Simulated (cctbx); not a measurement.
# Interatomic vectors of TmB2Rh

Space group Pnma (no. 62), a = 5.7660 Å, b = 5.2280 Å, c = 6.2680 Å, α = 90.00°, β = 90.00°, γ = 90.00°, content Tm4 Rh4 B8.

Simulated single-crystal data (cctbx): Mo Kα, λ = 0.71073 Å, to d = 0.84 Å, 50 % of the full sphere, strongest reflection 70000 counts, noise from counting, a 6 % proportional error and a noise floor of 15 counts (s.d.); no absorption, some extinction.

Patterson synthesis, origin scaled to 1000:

```text
Patterson group P m m m
      u       v       w   height  length (A)
  0.000   0.000   0.000   1000.0     0.00
  0.500   0.500   0.500    722.3     5.00
  0.500   0.000   0.170    470.8     3.07
  0.320   0.500   0.000    384.1     3.20
  0.182   0.000   0.500    383.3     3.31
  0.000   0.500   0.323    353.4     3.31
  0.178   0.500   0.162    206.0     2.99
  0.321   0.000   0.337    202.9     2.81
  0.133   0.500   0.500     90.0     4.15
  0.094   0.221   0.070     49.4     1.35
  0.107   0.255   0.426     48.0     3.05
  0.403   0.243   0.082     46.3     2.70
  0.094   0.304   0.249     46.1     2.29
  0.408   0.285   0.418     46.0     3.82
```

Q: Assign the vectors.

A peak at u stands for all pairs with xi − xj = u, with weight Σ ZiZj against Σ Z² = 27344 at the origin. Peak heights follow these weights only roughly, since form factors, motion and series ripples differ, all vectors within 0.55 Å of a peak are counted as merged into it though the farther ones add only part of their weight, and F(000) is left out, which lowers the whole map:

| u | v | w | shortest length (Å) | height | 1000 ΣZiZj/ΣZ² | pairs in the cell |
| --- | --- | --- | --- | --- | --- | --- |
| 0.500 | 0.500 | 0.500 | 5.00 | 722 | 696 | 4 × Tm–Tm |
| 0.500 | 0.000 | 0.170 | 3.07 | 471 | 496 | 2 × Tm–Tm, 2 × Rh–Rh |
| 0.320 | 0.500 | 0.000 | 3.20 | 384 | 454 | 4 × Tm–Rh |
| 0.182 | 0.000 | 0.500 | 3.31 | 383 | 454 | 4 × Tm–Rh |
| 0.000 | 0.500 | 0.323 | 3.31 | 353 | 348 | 2 × Tm–Tm |
| 0.178 | 0.500 | 0.162 | 2.99 | 206 | 227 | 2 × Tm–Rh |
| 0.321 | 0.000 | 0.337 | 2.81 | 203 | 227 | 2 × Tm–Rh |
| 0.133 | 0.500 | 0.500 | 4.15 | 90 | 148 | 2 × Rh–Rh |
| 0.094 | 0.221 | 0.070 | 1.35 | 49 | 0 | none within 0.55 Å |
| 0.107 | 0.255 | 0.426 | 3.05 | 48 | 0 | none within 0.55 Å |

The table stops at ten peaks or at a height of 45, below which ripples compete. In the model behind the data Tm, the heaviest element, has 1 independent site: (0.5016, 3/4, 0.8387), up to an allowed shift of origin; the Tm–Tm vectors are differences of these positions and their symmetry mates. The whole model:

```csv
atom,mult.,x,y,z,Ueq (Å²)
Tm1,4,0.5016,3/4,0.8387,0.0046
Rh1,4,0.3190,3/4,0.3229,0.0051
B1,8,0.8818,0.0945,0.9748,0.0101
```

The model was made for the exercise: a known structure type with other elements put in, its volume estimated, not relaxed; displacement parameters are assumed.

[Logs are printed without paths, hosts, clocks, repeated set-up lines and the standing remarks that a program may print on its own settings, such as how far it seeks lower states.]
